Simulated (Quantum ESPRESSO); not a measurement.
# ScFeGe: parallel and opposed starts, part 2 of 2

Does ScFeGe prefer parallel or opposed moments?

Quantum ESPRESSO 7.5; LDA; plane waves with GBRV 1.5 LDA potentials, no spin-orbit coupling.

So far, absolute magnetization (μB): step 2 (run 1, typed as ferro +++) 6.75.

### 3. Run 2, typed as ferri ++−

File pw.in:

```
&CONTROL
  calculation = 'scf'
  prefix = 'pwscf'
  outdir = './tmp'
  pseudo_dir = './pseudo'
  disk_io = 'nowf'
/
&SYSTEM
  ibrav = 0
  nat = 9
  ntyp = 4
  ecutwfc = 40
  ecutrho = 280
  nbnd = 78
  occupations = 'smearing'
  smearing = 'fd'
  degauss = 0.00734986
  nspin = 2
  starting_magnetization(1) = 0
  starting_magnetization(2) = 0.175
  starting_magnetization(3) = -0.175
  starting_magnetization(4) = 0
/
&ELECTRONS
  conv_thr = 1.8d-08
  electron_maxstep = 150
  mixing_beta = 0.3
/
ATOMIC_SPECIES
Sc     44.9559 sc_lda_v1.uspp.F.UPF
Fe1    55.8450 fe_lda_v1.5.uspp.F.UPF
Fe2    55.8450 fe_lda_v1.5.uspp.F.UPF
Ge     72.6300 ge_lda_v1.4.uspp.F.UPF
CELL_PARAMETERS angstrom
   6.5852007981    0.0000000000    0.0000000000
  -3.2926003991    5.7029511802    0.0000000000
   0.0000000000    0.0000000000    3.9516743300
ATOMIC_POSITIONS crystal
Sc      0.5839691600    0.0000000000    0.5000000000
Sc      0.4160308400    0.4160308400    0.5000000000
Sc      0.0000000000    0.5839691600    0.5000000000
Fe1     0.2294909900    0.0000000000    0.0000000000
Fe1     0.7705090100    0.7705090100    0.0000000000
Fe2     0.0000000000    0.2294909900    0.0000000000
Ge      0.0000000000    0.0000000000    0.5000000000
Ge      0.3333333300    0.6666666700    0.0000000000
Ge      0.6666666700    0.3333333300    0.0000000000
K_POINTS automatic
6 6 6 0 0 0
```

Command:

```bash
OMP_NUM_THREADS=1 mpirun -n 4 pw.x -nk 4 -in pw.in > pw.out
```

The program printed:

```text
[banner, memory and clock lines left out]
Program PWSCF v.7.5 starts

     Message from routine setup:
     using ibrav=0 with symmetry is DISCOURAGED, use correct ibrav instead

     bravais-lattice index     =            0
     lattice parameter (alat)  =      12.4442  a.u.
     unit-cell volume          =    1001.4896 (a.u.)^3
     number of atoms/cell      =            9
     number of atomic types    =            4
     number of electrons       =       123.00
     number of Kohn-Sham states=           78
     kinetic-energy cutoff     =      40.0000  Ry
     charge density cutoff     =     280.0000  Ry
     scf convergence threshold =      1.8E-08
     mixing beta               =       0.3000
     number of iterations used =            8  plain     mixing
     Exchange-correlation=  SLA  PZ   NOGX NOGC
                           (   1   1   0   0   0   0   0)

     celldm(1)=  12.444226  celldm(2)=   0.000000  celldm(3)=   0.000000
     celldm(4)=   0.000000  celldm(5)=   0.000000  celldm(6)=   0.000000

     crystal axes: (cart. coord. in units of alat)
               a(1) = (   1.000000   0.000000   0.000000 )
               a(2) = (  -0.500000   0.866025   0.000000 )
               a(3) = (   0.000000   0.000000   0.600084 )

     reciprocal axes: (cart. coord. in units 2 pi/alat)
               b(1) = (  1.000000  0.577350 -0.000000 )
               b(2) = (  0.000000  1.154701  0.000000 )
               b(3) = (  0.000000 -0.000000  1.666433 )

     PseudoPot. # 1 for Sc read from file:
     sc_lda_v1.uspp.F.UPF
     Pseudo is Ultrasoft + core correction, Zval = 11.0

     PseudoPot. # 2 for Fe read from file:
     fe_lda_v1.5.uspp.F.UPF
     Pseudo is Ultrasoft + core correction, Zval = 16.0

     PseudoPot. # 3 for Fe read from file:
     fe_lda_v1.5.uspp.F.UPF
     Pseudo is Ultrasoft + core correction, Zval = 16.0

     PseudoPot. # 4 for Ge read from file:
     ge_lda_v1.4.uspp.F.UPF
     Pseudo is Ultrasoft + core correction, Zval = 14.0

     atomic species   valence    mass     pseudopotential
     Sc               11.00    44.95590     Sc( 1.00)
     Fe1              16.00    55.84500     Fe( 1.00)
     Fe2              16.00    55.84500     Fe( 1.00)
     Ge               14.00    72.63000     Ge( 1.00)

     Starting magnetic structure
     atomic species   magnetization
     Sc              0.000
     Fe1             0.175
     Fe2            -0.175
     Ge              0.000

      4 Sym. Ops. (no inversion) found

   Cartesian axes

     site n.     atom                  positions (alat units)
         1        Sc     tau(   1) = (   0.5839692   0.0000000   0.3000421  )
         2        Sc     tau(   2) = (   0.2080154   0.3602933   0.3000421  )
         3        Sc     tau(   3) = (  -0.2919846   0.5057321   0.3000421  )
         4        Fe1    tau(   4) = (   0.2294910   0.0000000   0.0000000  )
         5        Fe1    tau(   5) = (   0.3852545   0.6672804   0.0000000  )
         6        Fe2    tau(   6) = (  -0.1147455   0.1987450   0.0000000  )
         7        Ge     tau(   7) = (   0.0000000   0.0000000   0.3000421  )
         8        Ge     tau(   8) = (  -0.0000000   0.5773503   0.0000000  )
         9        Ge     tau(   9) = (   0.5000000   0.2886751   0.0000000  )

     number of k points=    52  Fermi-Dirac smearing, width (Ry)=  0.0073
                       cart. coord. in units 2pi/alat
        k(    1) = (   0.0000000   0.0000000   0.0000000), wk =   0.0046296
        k(    2) = (   0.0000000   0.0000000   0.2777388), wk =   0.0092593
        k(    3) = (   0.0000000   0.0000000   0.5554777), wk =   0.0092593
        k(    4) = (   0.0000000   0.0000000  -0.8332165), wk =   0.0046296
        k(    5) = (   0.0000000   0.1924501   0.0000000), wk =   0.0185185
        [... 47 further k-points ...]

     Dense  grid:    79215 G-vectors     FFT dimensions: (  72,  72,  40)

     Smooth grid:    34141 G-vectors     FFT dimensions: (  54,  54,  32)

     Check: negative core charge=   -0.000023
     Generating pointlists ...
     new r_m :   0.1716 (alat units)  2.1356 (a.u.) for type    1
     new r_m :   0.1558 (alat units)  1.9391 (a.u.) for type    2
     new r_m :   0.1558 (alat units)  1.9391 (a.u.) for type    3
     new r_m :   0.1558 (alat units)  1.9391 (a.u.) for type    4

     Initial potential from superposition of free atoms

     starting charge     119.9917, renormalised to     123.0000
     Starting wfcs are  105 randomized atomic wfcs

     Self-consistent Calculation

     iteration #  1     ecut=    40.00 Ry     beta= 0.30
     Davidson diagonalization with overlap
     ethr =  1.00E-02,  avg # of iterations =  2.0

     total energy              =   -1665.99097953 Ry
     estimated scf accuracy    <      20.24159159 Ry

     total magnetization       =     0.43 Bohr mag/cell
     absolute magnetization    =     1.95 Bohr mag/cell

     iteration #  2     ecut=    40.00 Ry     beta= 0.30
     Davidson diagonalization with overlap
     ethr =  1.00E-02,  avg # of iterations =  5.2

     total energy              =   -1665.93124865 Ry
     estimated scf accuracy    <     137.52250630 Ry

     total magnetization       =     0.14 Bohr mag/cell
     absolute magnetization    =     0.32 Bohr mag/cell

     [... further iterations left out ...]

     iteration # 22     ecut=    40.00 Ry     beta= 0.30
     Davidson diagonalization with overlap
     ethr =  1.70E-11,  avg # of iterations =  1.6

     total energy              =   -1673.48576208 Ry
     estimated scf accuracy    <       0.00000002 Ry

     total magnetization       =     1.67 Bohr mag/cell
     absolute magnetization    =     5.91 Bohr mag/cell

     iteration # 23     ecut=    40.00 Ry     beta= 0.30
     Davidson diagonalization with overlap
     ethr =  1.70E-11,  avg # of iterations =  2.0

     Magnetic moment per site  (integrated on atomic sphere of radius R)
     atom   1 (R=0.172)  charge=  9.0710  magn= -0.0359
     atom   2 (R=0.172)  charge=  9.0710  magn= -0.0359
     atom   3 (R=0.172)  charge=  9.0688  magn= -0.0164
     atom   4 (R=0.156)  charge= 14.3859  magn=  1.7602
     atom   5 (R=0.156)  charge= 14.3859  magn=  1.7602
     atom   6 (R=0.156)  charge= 14.3908  magn= -1.7063
     atom   7 (R=0.156)  charge= 12.0280  magn= -0.0108
     atom   8 (R=0.156)  charge= 11.9898  magn= -0.0066
     atom   9 (R=0.156)  charge= 11.9898  magn= -0.0066

     End of self-consistent calculation

     Number of k-points >= 100: set verbosity='high' to print the bands.

     the Fermi energy is    12.5593 ev

!    total energy              =   -1673.48576208 Ry
     estimated scf accuracy    <          7.0E-09 Ry
     smearing contrib. (-TS)   =      -0.02524577 Ry
     internal energy E=F+TS    =   -1673.46051631 Ry

     The total energy is F=E-TS. E is the sum of the following terms:
     one-electron contribution =    -922.94691466 Ry
     hartree contribution      =     536.48972403 Ry
     xc contribution           =    -297.87203027 Ry
     ewald contribution        =    -989.13129542 Ry

     total magnetization       =     1.67 Bohr mag/cell
     absolute magnetization    =     5.91 Bohr mag/cell

     convergence has been achieved in  23 iterations
```

Run time: 6.8 min. Hardware: 4 MPI ranks of Arm Neoverse V2, shared host; peak memory 1.3 GiB.

Spin moment in the atom's sphere by atom:

```csv
atom,spin moment in the atom's sphere (μB)
Sc1,-0.04
Sc2,-0.04
Sc3,-0.02
Fe4,1.76
Fe5,1.76
Fe6,-1.71
Ge7,-0.01
Ge8,-0.01
Ge9,-0.01
```

This step gave:

- smearing term TS: 0.3435 eV
- magnetization: 1.667 μB
- absolute magnetization: 5.913 μB
- final state: ferrimagnetic

### 4. Ranking

An order is kept where moments of 0.15 μB or more survive with the typed signs; meshes match where a doubled cell samples the same k points as the first cell.

Ferrimagnetic means that a moment over 0.15 μB on a transition or rare-earth metal, induced ones included, opposes the net moment. Orders:

```csv
start,final state,typed order kept,energy over the lowest (meV a seeded atom),largest site moment (μB),net moment (μB a cell of the first run),mesh matched,CPU time (s)
ferro +++,ferromagnetic,yes,0,1.939,5.402,yes,760.3
ferri ++-,ferrimagnetic,yes,25.82,1.76,1.667,yes,1638
```

### 5. What came out

```yaml
lowest_state_found: ferromagnetic (from ferro +++)
largest_site_moment: 1.94 μB
next_state_with_moments: ferrimagnetic, 25.8 meV a seeded atom higher
```

What this shows: The smearing terms TS of the orders run from 105 to 114 meV a seeded atom, so the differences would change at a smaller width: an order with a larger TS is lowered more by the smearing. Only these 2 starts were compared; other wavevectors, canted and longer-period orders were not. Energies are free energies at an electronic temperature of 1160 K, which lowers moments and differences where the moments are itinerant.

[Logs and program files are shortened in this print: banners, set-up blocks, solver, clock and traceback lines can be left out without a mark of their own.]

[Logs are printed without paths, hosts, clocks, repeated set-up lines and the standing remarks that a program may print on its own settings, such as how far it seeks lower states.]

[Hosts, paths, dates, database ids (printed as entryN), source tags and the programs' standing remarks are cut or masked in the printed files.]

[Where a cell is said to come from a database of computed structures, the database is the Materials Project.]
